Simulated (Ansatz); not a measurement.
## MoS2 (P6_3/mmc): spin-orbit coupling beyond the local functionals

Wanted: gaps of MoS2 (P6_3/mmc) with and without spin-orbit coupling, with cost.

Method: density functionals with and without spin-orbit coupling, plane waves, PAW, in Ansatz 0.2.0.

The database entry behind the starting cell differs from later determinations by our own check (about 0.3 % long), so it need not match the best structure at ambient conditions.

## (1) The starting structure

It takes space group P6_3/mmc (No. 194, hexagonal). Conventional cell: a = 3.169 Å, b = 3.169 Å, c = 12.324 Å, α = 90.00°, β = 90.00°, γ = 120.00°. Nearest to Mo lie 6 S at 2.41 Å. Nearest to S lie 3 Mo at 2.41 Å. Farther neighbours and most contacts between anions are not listed.

The cell and positions come from the Crystallography Open Database and are kept as given unless a step says otherwise. The default PAW set here is soft_2. Its files were made with PBE.

## (2) HSE06, 6×6×2 mesh

This step: DFT, HSE06, plane waves, PAW.

The input, input.yaml:

```yaml
crystal:
  lattice:
    - [3.169, 0.0, 0.0]
    - [-1.5845, 2.7444345046, 0.0]
    - [0.0, 0.0, 12.324]
  atoms:
    - { symbol: Mo, position: [0.3333333333, 0.6666666667, 0.25] }
    - { symbol: Mo, position: [0.6666666667, 0.3333333333, 0.75] }
    - { symbol: S, position: [0.3333333333, 0.6666666667, 0.623] }
    - { symbol: S, position: [0.6666666667, 0.3333333333, 0.123] }
    - { symbol: S, position: [0.3333333333, 0.6666666667, 0.877] }
    - { symbol: S, position: [0.6666666667, 0.3333333333, 0.377] }
kpoints:
  mp_grid: { grid: [6, 6, 2] }
  band_path:
    path:
      - [0.0, 0.0, 0.0]
      - [0.5, 0.0, 0.0]
      - [0.33333333, 0.33333333, 0.0]
      - [0.0, 0.0, 0.5]
      - [0.5, 0.0, 0.5]
      - [0.33333333, 0.33333333, 0.5]
      - [0.1666666667, 0.1666666667, 0.0]
    npoints: 1
hamiltonian:
  xc: hse06
scf:
  occupations: { method: fixed }
  n_extra_bands: 6
output:
  eigenvalues: true
```

Run with:

```sh
$ ansatz run input.yaml --threads 3 --pin off --max-ram 92160MiB --backend cuda --events-out ev --progress --plain --runs-dir out --devices 1 --max-vram 13GiB  # rebuilt from the run's record
```

Numbers of over 12 decimals in the logs are rounded to 6 here.

Output:

```text
scf.n_extra_bands = 6 over 26 filled bands (N_el = 52.0): the run solves 32 bands
GPUs: using 1 of 1 available (devices: 1).
Engine: ansatz 0.2.0, x86_64-unknown-linux-gnu
Pseudopotentials: kind: paw
Pseudopotential: Mo, paw, valence charge 14, recommended cutoff 420 eV (normal), Mo.paw.azcp
Pseudopotential: S, paw, valence charge 6, recommended cutoff 420 eV (normal), S.paw.azcp
Functional definition: HSE06
  parameter a = 0.25
  parameter omega = 0.11/bohr
  exchange = pbe_x - a*pbe_x_sr(omega) + a*exact_x_sr(omega)
  correlation = pbe_c
davidson cushion auto → on  (no smearing: the cushion is to keep the highest requested band from converging to the state above it; pin scf.eigensolver.cushion to override)
device memory: the entry about to start is reckoned to put 1.1 GiB on a device that reports 41.9 GiB free (of which the cap on the GPU budget leaves the run 13.0 GiB)
GPU FFT provider: cuFFT
GPU libraries: cuBLAS 13.8.2, cuFFT 12.4.0, cuSOLVER 12.3.4
Crystal: 6 atoms, lattice volume = 107.183 Å³
Basis set: ecut = 420 eV, 2081 PW (Γ)
Bands: 32, of which v1, the nominal top of the filled ones, is band 26 counted from 1 (25 counted from 0)
Symmetry: 24 space group operations
Space group: P63/mmc (ITA 194), of the structure as read, at distance tolerance 4.8e-5 Å
k-points: 14 of 72
Non-local potential: Mo, projectors of the file, l = 0: 3, l = 1: 2, l = 2: 2, l = 3: 1
Non-local potential: S, projectors of the file, l = 0: 2, l = 1: 2, l = 2: 2
PAW form: soft (Blöchl's): semilocal exchange-correlation on the pseudo side does not see the compensation charge
PAW frozen core: Mo, regenerated for the run's functional, and the local potential with it (the file was generated under x = pbe(κ = 0.804, μ = 0.219515), c = pbe(β = 0.066725))
PAW frozen core: S, regenerated for the run's functional, and the local potential with it (the file was generated under x = pbe(κ = 0.804, μ = 0.219515), c = pbe(β = 0.066725))
PAW one-centre angular grid: Mo, 590 points (default); XC on 64 Gauss nodes
PAW one-centre angular grid: S, 110 points (default); XC on 64 Gauss nodes
Initial density: superposition of atomic densities (neutral atoms: chi_scale 0, normalization atom), corrected by the library's trained network
Initial wavefunctions: pseudopotential atomic-orbital guess
GPU buffer pool allocated for 51840 grid points (all kernels)
GPU transforms: local potential and band sums: pruned to the plane-wave sphere, on 24×24×90
Functional: x = pbe(κ = 0.804, μ = 0.219515), c = pbe(β = 0.066725), warm-up for x = pbe(κ = 0.804, μ = 0.219515) + 0.25 (exact − pbe) at short range (hse, ω = 0.207870 Å⁻¹), c = pbe(β = 0.066725); HSE06 as pw.x's `hse` composes it (authors' and Libxc's form: `xc: wpbeh`)
[...]
Frozen-core exchange: fock
SCF iter   1: F=—  HF=-13531.565459 eV  |F-HF|=—  |Δ(HF+E_count)|=         —  Δρ=5.77e-5  dr2=1.43e-6  ethr=2.65e-7  ⟨swp⟩=3.0  Hψ=1121  notcnv=0
preconditioner: auto → none  [insulator: Δε(μ)=1.444 eV  Ē_g=9.104 eV  n_scr=26 (ndim 8)  ℏωp=21.5 eV  f_vac=0.015]
iter 2 solved again at ethr=1.32e-10 eV; its pass at ethr=2.35e-9 eV (dr2=6.86e-8 eV) is discarded
SCF iter   2: F=—  HF=-13531.565459 eV  |F-HF|=—  |Δ(HF+E_count)|=   2.78e-7  Δρ=1.84e-5  dr2=2.78e-7  ethr=1.32e-10  ⟨swp⟩=2.3  Hψ=2242  notcnv=0
SCF iter   3: F=—  HF=-13531.565461 eV  |F-HF|=—  |Δ(HF+E_count)|=   2.17e-6  Δρ=1.14e-5  dr2=1.11e-7  ethr=1.30e-10  ⟨swp⟩=4.3  Hψ=1547  notcnv=0
SCF iter   4: F=-13531.565461 eV  HF=-13531.565461 eV  |F-HF|=2.35e-10  |Δ(HF+E_count)|=   2.73e-8  Δρ=1.23e-6  dr2=3.86e-8  ethr=1.30e-10  ⟨swp⟩=3.0  Hψ=1109  notcnv=0
SCF 3 converged in 4 iterations: F = -13531.565461 eV  dr2 = 3.86e-8
hybrid outer 2: dexx = +3.084e-6 eV, tail = 9.32e-8 eV, Δε = 1.81e-3 eV (about 9.55e-5 eV left of the loop's levels)
device memory: the entry about to start is reckoned to put 0.7 GiB on a device that reports 33.4 GiB free (of which the cap on the GPU budget leaves the run 13.0 GiB)
NSCF: frozen V_eff on 7 k-points
hybrid SCF converged: 2 outer / 11 inner (+5 warm-up), last move |dexx| = 3.08e-6 eV, tail = 9.32e-8 eV
Stability not checked: this state was not tested for a lower state beside it, because the functional holds exact exchange (a hybrid, or Hartree-Fock), whose exchange loop this test does not read (fock_operator; see scf.lower_state_search)
Free energy (F): -13531.565462 eV
Frozen-core exchange: fock
Harris-Foulkes:  -13531.565462 eV  (|F-HF|=2.35e-10)
Internal energy: -13531.565462 eV  (E = F + TS)
E sigma→0 (E₀):  -13531.565462 eV
Fermi energy:    10.522562 eV
--- Per-component energies (eV) ---
  E_band       = -403.129273
  E_kinetic    = 1307.372799
  E_local      = -3905.419470  (includes V_loc(G=0)·N_el)
  E_nonlocal   = 393.997864
  E_hartree    = 1498.472392
  E_xc         = -607.032800
  E_vxc        = -646.391189  (∫ρ·V_xc dr)
  E_exx        = -128.769997  (= α·E_x^exact, valence–valence)
  E_paw        = -8827.718003  (= ΣΔE_a)
  E_vpaw       = -292.095477  (= ΣTr[D̂ρ^β])
  E_aug_tail   = 0.000084  (compensation charges beyond the density's cutoff)
  E_ewald      = -3261.216446
  E_core_change = -1.251883  (= ΣΔE_core)
  E_smearing   = -0.000000  (= −TS)
  E_closure    = -0.000000  (closes the sum)
  Σ components = -13531.565462   (vs F -13531.565462, Δ=3.64e-12)
--- Band table (eV; the first three rows and the last of 14) ---
  k-point 0: bands = [... 22 lower, 8.1940, 9.1050, 9.2723, 10.5226, 13.3442, 13.3442, 13.3757, 13.3757, ... 2 higher]
  k-point 1: bands = [... 22 lower, 8.1667, 8.1667, 10.2136, 10.2136, 13.3482, 13.3482, 13.3482, 13.3482, ... 2 higher]
  k-point 2: bands = [... 22 lower, 8.2016, 9.1362, 9.2062, 9.6785, 12.6441, 13.0246, 13.1090, 13.2419, ... 2 higher]
  k-point 13: bands = [... 22 lower, 7.2389, 7.2389, 9.8266, 9.8266, 12.0384, 12.0384, 13.5906, 13.5906, ... 2 higher]
```

Elapsed: 20 s, on 1 × NVIDIA H100 80GB HBM3 (shared by 6 runs) with 3 threads of AMD EPYC 7R13 (Zen 3), shared host; peak memory 1.3 GiB.

Numbers from this step:

| Quantity | Value |
| --- | --- |
| gap | 1.444 eV |
| valence top at | Γ |
| conduction bottom at | k = (0.167, 0.167, 0.000) |
| least direct gap | 2.116 eV |
| exact-exchange fraction | 0.25 |

The gap is indirect, with the least direct gap 0.67 eV higher.

## (3) HSE06+SOC, 6×6×2 mesh

Spin-orbit coupling can split or shift the edges; a non-collinear run measures by how much.

This step: DFT, HSE06 with spin-orbit coupling, plane waves, PAW.

Edit input.yaml of step 2 so:

```diff
@@ -27,5 +27,12 @@
 scf:
-  occupations: { method: fixed }
-  n_extra_bands: 6
+  occupations: { method: fermi_dirac, width: 0.02 }
+  n_extra_bands: 12
+magnetization:
+  noncollinear: true
+  spin_orbit: true
 output:
   eigenvalues: true
+  write_density: true
+  write_potential: true
+  elf: true
+  volumetric_format: npy
```

Output:

```text
[...]
GPUs: using 1 of 1 available (devices: 1).
[...]
non-collinear run that drives no moment, with spin-orbit: no starting moment large enough to seed its density (crystal.atoms[].spin), no starting occupations that ask for one, no magnetisation constraint and no magnetic field, so the semilocal B_xc is pinned to zero
[...]
GPU FFT provider: cuFFT
GPU libraries: cuBLAS 13.8.2, cuFFT 12.4.0, cuSOLVER 12.3.4
Crystal: 6 atoms, lattice volume = 107.183 Å³
Basis set: ecut = 420 eV, 2081 PW (Γ)
Bands: 64, of which v1, the nominal top of the filled ones, is band 52 counted from 1 (51 counted from 0)
Symmetry: 24 space group operations + 24 with time reversal
[...]
k-points: 14 of 72
Projection manifold: j_resolved (fully-relativistic pseudo-atomic orbitals)
[...]
GPU buffer pool allocated for 51840 grid points (all kernels)
[...]
SCF iter   1: F=—  HF=-13529.370618 eV  |F-HF|=—  |Δ(HF+E_count)|=         —  Δρ=6.12e-2  dr2=4.99e0  dr2_m=0.00e0 (ungated)  ethr=1.00e-1  |M|=0.00e0 ∫|m|=0.00e0 μB  |m|>n=0.0e0 m-floor=0.0e0 τ_xc=0.0e0  β_m=0.30  ⟨swp⟩=3.7  Hψ=3267  notcnv=0
[...]
SCF iter   7: F=-13527.894274 eV  HF=-13527.894295 eV  |F-HF|=2.12e-5  |Δ(HF+E_count)|=   2.08e-4  Δρ=1.64e-4  dr2=3.01e-5  dr2_m=0.00e0 (ungated)  ethr=1.74e-6  |M|=0.00e0 ∫|m|=0.00e0 μB  |m|>n=0.0e0 m-floor=0.0e0 τ_xc=0.0e0  ⟨swp⟩=3.7  Hψ=2125  notcnv=0  defer=2
SCF 1 stopped early in 7 iterations: F = -13527.894274 eV  dr2 = 3.01e-5
[...]
GPU FFT provider: cuFFT
GPU libraries: cuBLAS 13.8.2, cuFFT 12.4.0, cuSOLVER 12.3.4
Projection manifold: j_resolved (fully-relativistic pseudo-atomic orbitals)
[...]
GPU buffer pool allocated for 51840 grid points (all kernels)
[...]
Frozen-core exchange: fock
SCF iter   1: F=—  HF=-13529.438793 eV  |F-HF|=—  |Δ(HF+E_count)|=         —  Δρ=1.14e-2  dr2=2.78e-1  dr2_m=0.00e0 (ungated)  ethr=5.79e-7  |M|=0.00e0 ∫|m|=0.00e0 μB  |m|>n=0.0e0 m-floor=0.0e0 τ_xc=0.0e0  β_m=0.30  ⟨swp⟩=7.0  Hψ=4665  notcnv=0
[...]
SCF iter   7: F=-13529.397733 eV  HF=-13529.397735 eV  |F-HF|=2.18e-6  |Δ(HF+E_count)|=   3.84e-6  Δρ=2.61e-5  dr2=6.09e-6  dr2_m=0.00e0 (ungated)  ethr=4.42e-8  |M|=0.00e0 ∫|m|=0.00e0 μB  |m|>n=0.0e0 m-floor=0.0e0 τ_xc=0.0e0  ⟨swp⟩=2.8  Hψ=1676  notcnv=0
SCF 2 stopped early in 7 iterations: F = -13529.397733 eV  dr2 = 6.09e-6
hybrid outer 1: dexx = +2.097e-2 eV, tail = 3.77e-5 eV
GPU FFT provider: cuFFT
GPU libraries: cuBLAS 13.8.2, cuFFT 12.4.0, cuSOLVER 12.3.4
Projection manifold: j_resolved (fully-relativistic pseudo-atomic orbitals)
GPU buffer pool allocated for 51840 grid points (all kernels)
[...]
Frozen-core exchange: fock
SCF iter   1: F=—  HF=-13529.397747 eV  |F-HF|=—  |Δ(HF+E_count)|=         —  Δρ=1.00e-4  dr2=1.78e-5  dr2_m=0.00e0 (ungated)  ethr=3.63e-7  |M|=0.00e0 ∫|m|=0.00e0 μB  |m|>n=0.0e0 m-floor=0.0e0 τ_xc=0.0e0  β_m=0.30  ⟨swp⟩=4.1  Hψ=2302  notcnv=0
[...]
SCF iter   5: F=-13529.397748 eV  HF=-13529.397748 eV  |F-HF|=3.33e-9  |Δ(HF+E_count)|=   3.90e-8  Δρ=1.58e-6  dr2=7.04e-8  dr2_m=0.00e0 (ungated)  ethr=4.56e-11  |M|=0.00e0 ∫|m|=0.00e0 μB  |m|>n=0.0e0 m-floor=0.0e0 τ_xc=0.0e0  ⟨swp⟩=4.0  Hψ=2218  notcnv=0
SCF 3 converged in 5 iterations: F = -13529.397748 eV  dr2 = 7.04e-8
[...]
NSCF: frozen V_eff on 7 k-points
[...]
Magnetization: |M| = 0.0000 μB,  M = (+0.0000, +0.0000, +0.0000) μB
Absolute magnetization: 0.0000 μB (∫|m|)
  site 0: m = (+0.0000, +0.0000, +0.0000) μB, |m| = 0.0000 μB  (R = 0.99 Å)
  site 1: m = (+0.0000, +0.0000, +0.0000) μB, |m| = 0.0000 μB  (R = 0.99 Å)
  site 2: m = (+0.0000, +0.0000, +0.0000) μB, |m| = 0.0000 μB  (R = 0.99 Å)
  site 3: m = (+0.0000, +0.0000, +0.0000) μB, |m| = 0.0000 μB  (R = 0.99 Å)
  site 4: m = (+0.0000, +0.0000, +0.0000) μB, |m| = 0.0000 μB  (R = 0.99 Å)
  site 5: m = (+0.0000, +0.0000, +0.0000) μB, |m| = 0.0000 μB  (R = 0.99 Å)
Free energy (F): -13529.397748 eV
Frozen-core exchange: fock
[...]
Internal energy: -13529.397748 eV  (E = F + TS)
E sigma→0 (E₀):  -13529.397748 eV
Fermi energy:    11.229372 eV
[...]
--- Band table (eV; the first three rows and the last of 14) ---
  k-point 0: bands = [... 48 lower, 9.2819, 9.2819, 10.5291, 10.5291, 13.2957, 13.2957, 13.3278, 13.3278, ... 8 higher]
  k-point 1: bands = [... 48 lower, 10.2195, 10.2195, 10.2195, 10.2195, 13.3025, 13.3025, 13.3025, 13.3025, ... 8 higher]
  k-point 2: bands = [... 48 lower, 9.2138, 9.2138, 9.6834, 9.6834, 12.6430, 12.6430, 13.0249, 13.0249, ... 8 higher]
  k-point 13: bands = [... 48 lower, 9.7369, 9.7369, 9.9227, 9.9227, 12.0292, 12.0292, 12.0459, 12.0459, ... 8 higher]
```

The job ended after 60 s (1 × NVIDIA H100 80GB HBM3 (shared by 6 runs) with 3 threads; peak memory 2 GiB; 2.2 min of CPU time).

This step gave:

- gap: 1.437 eV
- valence top at: Γ
- conduction bottom at: k = (0.167, 0.167, 0.000)
- least direct gap: 2.063 eV
- exact-exchange fraction: 0.25

The gap stands −0.01 eV against HSE06.

## (4) Together

Times are wall times on 1 × NVIDIA H100 80GB HBM3 (shared by 6 runs) with 3 threads of AMD EPYC 7R13 (Zen 3), shared host, good to a factor of about two.

```csv
level,gap (eV),with coupling (eV),change (eV),time,with coupling
HSE06,1.44,1.44,−0.01,20 s,60 s
```

## (5) Outcome

```json
{
  "HSE06": "1.44 eV",
  "HSE06+SOC": "1.44 eV"
}
```

In words: Spin-orbit coupling changes the gap by −0.01 eV and the least direct gap by −0.05 eV.

[Paths, hosts, dates, memory and timing lines, banners, echoed tables and standing remarks are left out of the program output.]

[Logs are printed without paths, hosts, clocks, repeated set-up lines and the standing remarks that a program may print on its own settings, such as how far it seeks lower states.]

[Runs of the session that timed out or met a known fault of the program may be left out.]

[Cells called generated may have been cut or substituted from an entry of the Crystallography Open Database or the Materials Project.]

[Hosts, paths, dates, database ids (printed as entryN), source tags and the programs' standing remarks are cut or masked in the printed files.]
